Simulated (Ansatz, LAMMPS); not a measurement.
# Forces and charges in liquid mixture of sulfolane and H2O at 440 K (192 atoms)

Aim: energy, forces, charges and density of states of liquid mixture of sulfolane and H2O at 440 K (192 atoms) at a fixed geometry.

Method: Kohn-Sham DFT, PBEsol, PAW (set soft_2), plane waves, in Ansatz 0.2.0.

### Step 1. The starting structure

The cell holds 192 atoms: 28 O, 12 S, 48 C and 104 H. Cell: a = 13.149 Å, b = 13.149 Å, c = 13.149 Å, α = 90.0°, β = 90.0°, γ = 90.0°. 12 sulfolane, 4 H2O placed at random, at 1.11 g/cm³; overlaps pushed apart, then 10 ps at 490 K with MMFF94 bonds, angles, torsions, charges and radii (Halgren, J. Comput. Chem. 17, 490 (1996)) in harmonic and 12-6 forms; SPC/E water (Berendsen, Grigera and Straatsma, J. Phys. Chem. 91, 6269 (1987)). Snapshot after 20 ps at 440 K and fixed volume.

Before any run, some limits are plain. The network of contacts between molecules at the start is that of the classical potential that made the cell, and needn't be the one that DFT or experiment would give. The functional has no dispersion term, which matters for the binding between molecules or layers. The density was typed from a rule of thumb and may lie off the real one at this temperature. Sampling is at Γ alone, for a cell whose shortest periodic width is 13 Å.

### Step 2. How the cell was made

A classical potential makes the cell, at a small fraction of what the same run would cost in DFT.

This step: classical MD, MMFF94 bonds, angles, torsions, charges and radii (Halgren, J. Comput. Chem. 17, 490 (1996)) in harmonic and 12-6 forms; SPC/E water (Berendsen, Grigera and Straatsma, J. Phys. Chem. 91, 6269 (1987)) (LAMMPS 22 Jul 2025 - Update 4).

The input, in.lmp:

```
# liquid mixture of sulfolane and H2O
units real
atom_style full
boundary p p p
bond_style harmonic
angle_style harmonic
dihedral_style opls
improper_style harmonic
special_bonds lj 0 0 0.5 coul 0 0 0.75
read_data data.lmp
neigh_modify delay 0 every 1 check yes one 4000
comm_modify cutoff 12.0
timestep 0.5
thermo_style custom step time temp pe press density
thermo_modify norm yes
# push overlapping molecules apart
pair_style soft 2.6
pair_coeff * * 0.0
variable a equal ramp(1,60)
fix ad all adapt 1 pair soft a * * v_a
velocity all create 490 5276 mom yes dist gaussian
fix lim all nve/limit 0.03
fix lan all langevin 490 490 50 5277 zero yes
thermo 1000
run 3000 post no
unfix ad
pair_style lj/cut/coul/long 9.0
pair_modify mix arithmetic tail yes
pair_coeff 1 1 0.0763 3.0960   # O
pair_coeff 2 2 0.2681 3.4180   # S
pair_coeff 3 3 0.0678 3.3680   # C
pair_coeff 4 4 0.0216 2.5400   # H
pair_coeff 5 5 0.1553 3.1660   # O
pair_coeff 6 6 0.0000 1.0000   # H
# [... 19 lines left out ...]
compute msd all msd com yes
thermo 5000
fix md all nvt temp 440 440 100
run 20000 post no
print "== T440: mean square displacement over the hold $(c_msd[4]:%.2f) A^2"
unfix md
uncompute msd
write_dump all custom T440.dump id type xs ys zs modify sort id
```

Started as:

```sh
$ lmp -in in.lmp -log none -nocite
```

Numbers of over 12 decimals in the logs are rounded to 6 here.

What it wrote:

```text
LAMMPS (22 Jul 2025 - Update 4)
Reading data file ...
  orthogonal box = (0 0 0) to (13.14856 13.14856 13.14856)
  192 atoms
  orthogonal box = (0 0 0) to (13.14856 13.14856 13.14856)
  188 bonds
  364 angles
  492 dihedrals
   Step          Time           Temp          PotEng         Press         Density
         0   0              490            0.36212931    -1093.6971      1.1060004
      1000   500            452.5123       1.6695078      17272.319      1.1060004
      2000   1000           460.122        1.5172681      19507.16       1.1060004
      3000   1500           446.03077      1.5558981      19547.431      1.1060004
Loop time of 0.437545 s on 1 MPI rank(s) for 3000 steps with 192 atoms
PPPM initialization ...
  G vector (1/distance) = 0.29851005
  grid = 8 8 8
  estimated relative force accuracy = 3.0315198e-05
   Step          Time           Temp          PotEng         Press         Density
      3000   1500           446.03077      0.90289885     1200.7818      1.1060004
      3100   1550           446.03077     -0.7490483      3681.3101      1.1060004
      3200   1600           446.03077     -0.87168837     3368.3976      1.1060004
      3300   1650           446.03077     -0.91673584     3298.2313      1.1060004
Loop time of 0.482409 s on 1 MPI rank(s) for 300 steps with 192 atoms
Minimization stats:
  Stopping criterion = max iterations
  Energy initial, next-to-last, final =
     0.902898850324325  -0.91637471177636  -0.91673583604875
  Force two-norm initial, final = 619.63793 11.326871
  Iterations, force evaluations = 300 600
   Step          Time           Temp          PotEng         Press         Density
         0   0              490           -0.91673584     3801.6331      1.1060004
      1000   500            467.71668      0.41925574     4627.9056      1.1060004
      2000   1000           457.12168      0.44913024     783.12108      1.1060004
Loop time of 1.18395 s on 1 MPI rank(s) for 2000 steps with 192 atoms
   Step          Time           Temp          PotEng         Press         Density
      2000   1000           466.89969      0.41603427    -3631.9548      1.1060004
[... 5 lines left out ...]
Loop time of 6.39439 s on 1 MPI rank(s) for 10000 steps with 192 atoms
   Step          Time           Temp          PotEng         Press         Density
[... 4 lines left out ...]
Loop time of 3.14315 s on 1 MPI rank(s) for 5000 steps with 192 atoms
   Step          Time           Temp          PotEng         Press         Density
[... 2 lines left out ...]
     25000   24000          434.81756      0.15882088    -12604.089      1.1060004
     30000   29000          484.39406      0.24100545    -2772.6259      1.1060004
     35000   34000          453.59735      0.32911998     9835.7843      1.1060004
     37000   36000          434.86652      0.24324501     2167.243       1.1060004
Loop time of 12.5948 s on 1 MPI rank(s) for 20000 steps with 192 atoms
== T440: mean square displacement over the hold 12.66 A^2
```

Wall time 24 s (1 thread of Arm Neoverse V2, shared host); peak memory 0.13 GiB.

The input also reads data.lmp (atoms, bonds and types; not printed here).

### Step 3. Plane-wave single point

One self-consistent run at the given positions yields energy and forces.

The input, input.yaml:

```yaml
crystal:
  lattice:
    - [13.14856, 0.0, 0.0]
    - [0.0, 13.14856, 0.0]
    - [0.0, 0.0, 13.14856]
  atoms:
    - { symbol: O, position: [0.1725, 0.42188, 0.91809] }
    - { symbol: S, position: [0.12568, 0.32572, 0.89061] }
    - { symbol: O, position: [0.04804, 0.31963, 0.8112] }
    - { symbol: C, position: [0.07692, 0.27071, 0.9996] }
    - { symbol: C, position: [0.15791, 0.20561, 0.03482] }
    - { symbol: C, position: [0.19862, 0.14332, 0.9455] }
    - { symbol: C, position: [0.21818, 0.22451, 0.86742] }
    - { symbol: H, position: [0.06033, 0.33238, 0.05585] }
    - { symbol: H, position: [0.01196, 0.23019, 0.97733] }
    - { symbol: H, position: [0.11801, 0.15211, 0.08421] }
    - { symbol: H, position: [0.21685, 0.25268, 0.06823] }
    - { symbol: H, position: [0.27052, 0.11021, 0.96459] }
    - { symbol: H, position: [0.15242, 0.07297, 0.92164] }
    - { symbol: H, position: [0.20732, 0.19906, 0.79033] }
    - { symbol: H, position: [0.29764, 0.24911, 0.86704] }
    - { symbol: O, position: [0.32878, 0.47267, 0.23688] }
    - { symbol: S, position: [0.38188, 0.52152, 0.14984] }
    - { symbol: O, position: [0.33624, 0.60726, 0.09554] }
    - { symbol: C, position: [0.40449, 0.42448, 0.05627] }
    - { symbol: C, position: [0.513, 0.43661, 0.02707] }
    - { symbol: C, position: [0.56436, 0.46354, 0.12966] }
    - { symbol: C, position: [0.50755, 0.54511, 0.17824] }
    - { symbol: H, position: [0.39524, 0.35331, 0.10106] }
    - { symbol: H, position: [0.36323, 0.4347, 0.98842] }
    - { symbol: H, position: [0.5229, 0.50301, 0.97644] }
    - { symbol: H, position: [0.54502, 0.37441, 0.97972] }
    - { symbol: H, position: [0.5682, 0.39143, 0.17984] }
    - { symbol: H, position: [0.65014, 0.4832, 0.11866] }
    - { symbol: H, position: [0.53026, 0.6181, 0.1428] }
    - { symbol: H, position: [0.50678, 0.53653, 0.26241] }
    - { symbol: O, position: [0.68188, 0.5505, 0.36276] }
    - { symbol: S, position: [0.67425, 0.64179, 0.42043] }
    [... 154 atom lines left out ...]
    - { symbol: O, position: [0.43335, 0.8135, 0.31432] }
    - { symbol: H, position: [0.49063, 0.76459, 0.30374] }
    - { symbol: H, position: [0.39975, 0.79915, 0.38102] }
    - { symbol: O, position: [0.36772, 0.78031, 0.49874] }
    - { symbol: H, position: [0.41705, 0.77801, 0.55657] }
    - { symbol: H, position: [0.29812, 0.76302, 0.52409] }
kpoints:
  mp_grid: { grid: [1, 1, 1] }
hamiltonian:
  xc: pbesol
scf:
  occupations: { method: gaussian, width: 0.025 }
output:
  forces: true
  stress: true
  populations: intrinsic
  dos:
    method: { smearing: { sigma: 0.15 } }
    de: 0.1
    projected: { site_lists: { C: [C], H: [H], O: [O], S: [S] } }
  eigenvalues: true
  write_density: true
  write_potential: true
  volumetric_format: npy
```

Started as:

```sh
$ ansatz run input.yaml --threads 8 --pin off --max-ram 15872MiB --backend cpu --events-out ev --progress --plain --runs-dir out
```

What it wrote:

```text
Engine: ansatz 0.2.0, aarch64-unknown-linux-gnu
Pseudopotentials: kind: paw
Pseudopotential: O, paw, valence charge 6, recommended cutoff 420 eV (normal), O.paw.azcp
Pseudopotential: S, paw, valence charge 6, recommended cutoff 420 eV (normal), S.paw.azcp
Pseudopotential: C, paw, valence charge 4, recommended cutoff 420 eV (normal), C.paw.azcp
Pseudopotential: H, paw, valence charge 1, recommended cutoff 420 eV (normal), H.paw.azcp
[... 3 lines on functional and potentials left out ...]
Crystal: 192 atoms, lattice volume = 2273.184 Å³
Basis set: ecut = 420 eV, 44299 PW (Γ), exchange–correlation on 180×180×180 points (8 copies of the dense FFT grid, shifted against one another)
Bands: 460, of which v1, the nominal top of the filled ones, is band 268 counted from 1 (267 counted from 0)
Symmetry: 1 space group operations
Space group: P1 (ITA 1), of the structure as read, at distance tolerance 1.3e-4 Å
k-points: 1
[... 12 lines on functional and potentials left out ...]
Initial density: superposition of atomic densities (neutral atoms: chi_scale 0, normalization atom), corrected by the library's trained network
Initial wavefunctions: pseudopotential atomic-orbital guess
Functional: x = pbesol(κ = 0.804, μ = 0.123457), c = pbesol(β = 0.046)
SCF iter   1: F=—  HF=-39783.534113 eV  |F-HF|=—  |Δ(HF+E_count)|=         —  Δρ=5.94e-3  dr2=9.95e-1  ethr=1.77e-3  ⟨swp⟩=6.0  Hψ=2234  notcnv=0  defer=80
preconditioner: auto → Resta (q_TF=auto, 2.144 Å⁻¹)  ε∞=2.4  [insulator: Δε(μ)=4.626 eV  Ē_g=14.971 eV  σ=0.025 eV  W_gap=1.00  n_scr=388 (ndim 8)  ℏωp=17.6 eV  f_vac=0.298  D(μ)=0.00/eV (n_scr^D=0)  ε∞_Penn≈2.4]
SCF iter   2: F=—  HF=-39783.320648 eV  |F-HF|=—  |Δ(HF+E_count)|=   2.13e-1  Δρ=3.41e-3  dr2=2.47e-1  ethr=1.86e-4  ⟨swp⟩=2.0  Hψ=635  notcnv=0  defer=187
SCF iter   3: F=—  HF=-39783.320671 eV  |F-HF|=—  |Δ(HF+E_count)|=   2.31e-5  Δρ=1.78e-3  dr2=8.88e-2  ethr=4.61e-5  ⟨swp⟩=3.0  Hψ=548  notcnv=0  defer=187
SCF iter   4: F=—  HF=-39783.309317 eV  |F-HF|=—  |Δ(HF+E_count)|=   1.14e-2  Δρ=5.37e-4  dr2=7.87e-3  ethr=1.66e-5  ⟨swp⟩=3.0  Hψ=546  notcnv=0  defer=187
SCF iter   5: F=—  HF=-39783.311226 eV  |F-HF|=—  |Δ(HF+E_count)|=   1.91e-3  Δρ=2.72e-4  dr2=2.17e-3  ethr=1.47e-6  ⟨swp⟩=2.0  Hψ=784  notcnv=0  defer=187
SCF iter   6: F=—  HF=-39783.311647 eV  |F-HF|=—  |Δ(HF+E_count)|=   4.20e-4  Δρ=1.58e-4  dr2=5.79e-4  ethr=4.06e-7  ⟨swp⟩=2.0  Hψ=540  notcnv=0  defer=187
SCF iter   7: F=—  HF=-39783.311615 eV  |F-HF|=—  |Δ(HF+E_count)|=   3.19e-5  Δρ=4.75e-5  dr2=6.15e-5  ethr=1.08e-7  ⟨swp⟩=2.0  Hψ=544  notcnv=0  defer=187
SCF iter   8: F=—  HF=-39783.312235 eV  |F-HF|=—  |Δ(HF+E_count)|=   6.20e-4  Δρ=2.57e-5  dr2=1.40e-5  ethr=1.15e-8  ⟨swp⟩=2.0  Hψ=534  notcnv=0  defer=187
SCF iter   9: F=—  HF=-39783.312233 eV  |F-HF|=—  |Δ(HF+E_count)|=   1.65e-6  Δρ=8.06e-6  dr2=1.70e-6  ethr=2.61e-9  ⟨swp⟩=2.0  Hψ=534  notcnv=0  defer=187
SCF iter  10: F=—  HF=-39783.312233 eV  |F-HF|=—  |Δ(HF+E_count)|=   8.99e-9  Δρ=4.49e-6  dr2=4.61e-7  ethr=3.18e-10  ⟨swp⟩=2.0  Hψ=541  notcnv=0  defer=187
SCF iter  11: F=-39783.312233 eV  HF=-39783.312233 eV  |F-HF|=4.06e-8  |Δ(HF+E_count)|=   8.14e-8  Δρ=1.77e-6  dr2=7.33e-8  ethr=1.87e-11  ⟨swp⟩=22.0  Hψ=4159  notcnv=0
SCF 1 converged in 11 iterations: F = -39783.312233 eV  dr2 = 7.33e-8
  greatest PAW one-centre occupation: 0.884 electrons in one spin orbital (limit 2), on the O atom at site 77 (counted from 0), in its partial waves of l = 0
WARN: The input density's exchange-correlation potential varies sharply where the density is thin. Do not read a vacuum level from v_tot or v_xc, or from such a field of the output density. On a cell that repeats whose density bears no net charge and no dipole along the vacuum's axis use v_es (v_loc + v_h of the components); [...]
SCF converged after 11 iterations
Free energy (F): -39783.312233 eV
Harris-Foulkes:  -39783.312233 eV  (|F-HF|=4.06e-8)
Internal energy: -39783.312233 eV  (E = F + TS)
E sigma→0 (E₀):  -39783.312233 eV
Fermi energy:    1.489067 eV
--- Per-component energies (eV) ---
  E_band       = -4320.921483
  E_kinetic    = 12160.770322
  E_local      = -43136.827488  (includes V_loc(G=0)·N_el)
  E_nonlocal   = 3163.178035
  E_hartree    = 16355.178411
  E_xc         = -6422.838494
  E_vxc        = -7732.279014  (∫ρ·V_xc dr)
  E_paw        = -15930.686886  (= ΣΔE_a)
  E_vpaw       = -1486.045943  (= ΣTr[D̂ρ^β])
  E_aug_tail   = -0.069478  (compensation charges beyond the density's cutoff)
  E_ewald      = -5974.760934
  E_core_change = 2.744277  (= ΣΔE_core)
  E_smearing   = -0.000000  (= −TS)
  E_closure    = -0.000000  (closes the sum)
  Σ components = -39783.312233   (vs F -39783.312233, Δ=0.00e0)
--- Forces (eV/Å), atoms counted from 1 ---
  atom   1  O      0.25612409     0.17852824    -0.33456241
  atom   2  S      0.10061880    -0.08027435    -1.41928110
  atom   3  O      0.23597257     0.42562155     0.05938891
  atom   4  C     -0.27693096     2.19960811     0.83728951
  atom   5  C      0.08799776    -2.45637657     0.70708430
  atom   6  C     -0.51590954    -0.24831006    -0.12850763
  atom   7  C      0.15766202    -0.15585725    -0.89279836
  atom   8  H     -0.20445966    -0.34995723    -0.56649796
  atom   9  H     -1.65484795    -0.85597047    -0.35670327
  atom  10  H      0.60639992    -0.13272723     1.10323094
  atom  11  H      0.52783706    -0.24825253     0.56311170
  atom  12  H      0.92359098    -0.37665080     0.52614085
  atom  13  H      0.12118006     1.49036564     0.19868066
  atom  14  H     -0.41378079    -0.05116656    -0.83308810
[...]
atom 191  H     -1.06951366     0.05234326    -0.80623233
  atom 192  H      0.51241093     0.34365911     0.46213939
  max |Σ_I F_I| component: 1.17e-4 eV/Å
--- Stress (GPa, compression-positive) ---
        2.783051       1.011483       0.783529
        1.011483       3.314509       0.370587
        0.783529       0.370587       2.221761
  P = ⅓ Tr σ = 2.7731 GPa (27.731 kbar)
--- Band table (eV) ---
  k-point 0: bands = ["-23.2154", "-23.0439", "-22.9386", "-22.9246", [... 444 levels ...], "10.3810", "10.4054", "10.4740", "10.4809", "10.5138", "10.5449", "10.5841", "10.6154", "10.6418", "10.6757", "10.7040", "10.7321"]
--- intrinsic populations: 192 sites ---
  site symbol       q [e]
     0      O      6.8992
     1      S      3.9684
     2      O      6.9143
[...]
191      H      0.6269
  spilling = 0.000000 (of n_electrons = 536.000000)
```

The job ended after 23 s (8 threads of Arm Neoverse V2, shared host; peak memory 3.1 GiB).

The program notes that the exchange-correlation potential is rough where the density is thin.

Numbers from this run:

```yaml
free_energy: -39783.3122 eV
free_energy_per_atom: -207.2048 eV/atom
scf_cycles: 11
pressure: 2.773 GPa
r_m_s_force_component: 1.034 eV/Å
longest_force: 5.028 eV/Å
fermi_energy: 1.489 eV
spacing_of_highest_filled_and_lowest_empty_level: 4.537 eV
```

Neighbours are counted within 1.34 Å (H-C), 1.21 Å (H-O), 1.85 Å (C-C), 2.21 Å (C-S), 1.93 Å (O-S).

Length of the force by element and coordination:

| element | coordination | atoms | mean length of the force (eV/Å) | spread | least | most |
| --- | --- | --- | --- | --- | --- | --- |
| C | all | 48 | 2.06 | 1.01 | 0.494 | 4.84 |
| H | all | 104 | 1.20 | 0.774 | 0.219 | 4.23 |
| O | all | 28 | 1.33 | 0.878 | 0.458 | 5.03 |
| O | 1 | 24 | 1.40 | 0.925 | 0.458 | 5.03 |
| O | 2 | 4 | 0.900 | 0.238 | 0.628 | 1.28 |
| S | all | 12 | 2.36 | 0.972 | 1.30 | 5.00 |

Intrinsic-atomic-orbital charges by element and coordination:

| element | coordination | atoms | mean charge (e) | spread | least | most |
| --- | --- | --- | --- | --- | --- | --- |
| C | all | 48 | -0.456 | 0.120 | -0.619 | -0.288 |
| H | all | 104 | 0.215 | 0.0509 | 0.153 | 0.396 |
| O | all | 28 | -0.89 | 0.0361 | -0.928 | -0.769 |
| O | 1 | 24 | -0.900 | 0.0229 | -0.928 | -0.834 |
| O | 2 | 4 | -0.829 | 0.0412 | -0.879 | -0.769 |
| S | all | 12 | 2.04 | 0.0347 | 1.98 | 2.09 |

States in the cell by windows of 1 eV, zero at the Fermi level; the larger projections on atomic orbitals stand beside the total:

| from (eV) | to (eV) | total | C p | O p | H s | S p | C s |
| --- | --- | --- | --- | --- | --- | --- | --- |
| -14 | -13 | 7.8 | 1.5 | 0.2 | 1.2 | 0.6 | 2.7 |
| -13 | -12 | 0.2 | 0.1 | 0.0 | 0.1 | 0.0 | 0.1 |
| -12 | -11 | 29.3 | 9.2 | 1.2 | 7.0 | 2.5 | 7.4 |
| -11 | -10 | 18.4 | 5.3 | 1.8 | 4.0 | 0.4 | 3.4 |
| -10 | -9 | 36.0 | 16.8 | 6.3 | 5.7 | 3.6 | 0.4 |
| -9 | -8 | 28.8 | 10.0 | 8.3 | 4.9 | 2.3 | 0.4 |
| -8 | -7 | 74.4 | 28.8 | 19.7 | 11.7 | 8.1 | 1.3 |
| -7 | -6 | 31.0 | 16.0 | 6.0 | 6.3 | 1.4 | 0.4 |
| -6 | -5 | 61.1 | 35.9 | 9.2 | 13.7 | 0.5 | 0.6 |
| -5 | -4 | 62.6 | 15.7 | 35.4 | 8.4 | 0.3 | 0.3 |
| -4 | -3 | 55.6 | 10.6 | 38.2 | 4.1 | 0.5 | 0.4 |
| -3 | -2 | 10.5 | 1.4 | 8.5 | 0.3 | 0.0 | 0.1 |
| -2 | 2 | 0.0 | 0.0 | 0.0 | 0.0 | 0.0 | 0.0 |
| 2 | 3 | 17.4 | 1.8 | 1.3 | 5.3 | 1.7 | 1.8 |
| 3 | 4 | 48.0 | 6.4 | 4.6 | 11.2 | 7.4 | 3.3 |
| 4 | 5 | 61.5 | 10.6 | 5.0 | 12.1 | 8.7 | 3.6 |

Between -25 and -14 eV lie 120 more states.

The levels nearest the highest filled one (over half full), pooled over k-points and spins:

| level less the highest filled one (eV) | occupation |
| --- | --- |
| -0.746 | 2 |
| -0.713 | 2 |
| -0.646 | 2 |
| -0.486 | 2 |
| -0.0993 | 2 |
| 0 | 2 |
| 4.54 | 0 |
| 4.71 | 0 |
| 4.85 | 0 |
| 4.96 | 0 |
| 4.96 | 0 |
| 5.10 | 0 |

Electrostatic potential energy in the ac plane at fractional y = 0.238, with atoms of C and H and O and S within 0.2 Å of it. With pseudopotentials it is smooth inside the atoms' cores, unlike the true potential.

Values in eV, 13 rows by 16 columns, each cell a mean:
```
-16 -13  -3  -1   3   4   5   5   5   5   4  -1 -25 -12   2   0
  4   0  -6 -35 -21  -5   4   4   4   4  -6 -10   0   3   4   4
  5   4   2  -8   0   3   4   5   4   4  -1   0   4   4   5   5
  6   6   5   4   5   5   5   5   4   4   4   4   4   4   4   5
  6   6   5   6   6   6   5   5   3   0  -6  -6  -3 -13  -8   4
  6   6   6   6   6   6   5   4   1  -3 -10 -13 -14 -34  -3   5
-26  -2   5   5   5   5   5   4   4   4   3   2   3  -4  -2  -1
-29 -27  -3   5   4   3   2   4   4   5   5   5   5   4   4   1
-21 -32  -9   4   2  -8 -25  -2   4   5   5   5   5   3 -10  -7
 -9   1   4   5  -3 -15 -22  -4   3   5   6   5   5   3  -7 -29
 -3   4   5   5   5   4  -2 -10 -28  -6   6   5   5   4   4  -2
  3   3   0  -5   3   5   4   3 -10   1   5   4   4   4   4   4
 -7 -20 -28 -14   3   5   5   5   6   5   4 -13 -17  -1   3   3
```
Columns run along a (13.1 Å; values clipped at the 3rd and 97th percentile), rows up along c (13.1 Å). Atoms in or near the plane, at fractional coordinates: C at (0.22, 0.87), H at (0.01, 0.98), H at (0.22, 0.07), H at (0.30, 0.87), O at (0.53, 0.16), C at (0.39, 0.30), H at (0.31, 0.28), H at (0.68, 0.85), H at (0.73, 0.03), O at (0.02, 0.47), S at (0.07, 0.37), H at (0.90, 0.31), C at (0.83, 0.59).

Valence density in the ac plane at fractional y = 0.238, with atoms of C and H and O and S within 0.2 Å of it. It is the smooth field of the valence electrons, not physical close to the nuclei.

Ten steps, logarithmic in the rise over the least value, from '0' (0.0 e/Å³) to '9' (5.8 e/Å³), each cell a mean:
```
6766654432100000000000001246777642124
3444444554321000000000002345566531012
1222346677663100000000024555432210000
1222345777663100000000125764321000000
2232224554321000000000013332110000001
1111112332100000000000001110000000000
0000000110000000000000011110000110000
0000000000000000000001233221122343100
0000000000000000000123455544455665310
0000000000000000000245566665567764210
2211000000000000000234445554567764211
6753100000000000000011122332235664224
9985210000011111110000011111112332247
8876432100112222221000000000000000136
5665654210112344321000000000000001123
5666665421134566531000000000000124444
6655555321356777642000000000000146776
6532222111356666543211000000000135677
6421000000123345555554200000000012456
4310000000001233457997410000000000134
1100111111001222347997410000000000001
0122345553111111124554200012110000000
2345667764200000001111000246543210001
5667776642100000000000001257765421013
```
Columns run along a (13.1 Å), rows up along c (13.1 Å). Atoms in or near the plane, at fractional coordinates: C at (0.22, 0.87), H at (0.01, 0.98), H at (0.22, 0.07), H at (0.30, 0.87), O at (0.53, 0.16), C at (0.39, 0.30), H at (0.31, 0.28), H at (0.68, 0.85), H at (0.73, 0.03), O at (0.02, 0.47), S at (0.07, 0.37), H at (0.90, 0.31), C at (0.83, 0.59).

Mean intrinsic-atomic-orbital charges: C -0.46, H +0.21, O -0.89, S +2.04 e. The largest share in the top eV of filled states is O p (69 % of the projected weight), and in the lowest eV of empty states H s (37 % of the projected weight).

[end of part 1 of 2]

[Logs are printed without paths, hosts, clocks, repeated set-up lines and the standing remarks that a program may print on its own settings, such as how far it seeks lower states.]

[Hosts, paths, dates, database ids (printed as entryN), source tags and the programs' standing remarks are cut or masked in the printed files.]

[The MMFF94 radii named for the starting cell were scaled by 0.96; in molecules described by MMFF94, hydrogen bound to N, O or S took a small fixed 12-6 site in their place.]
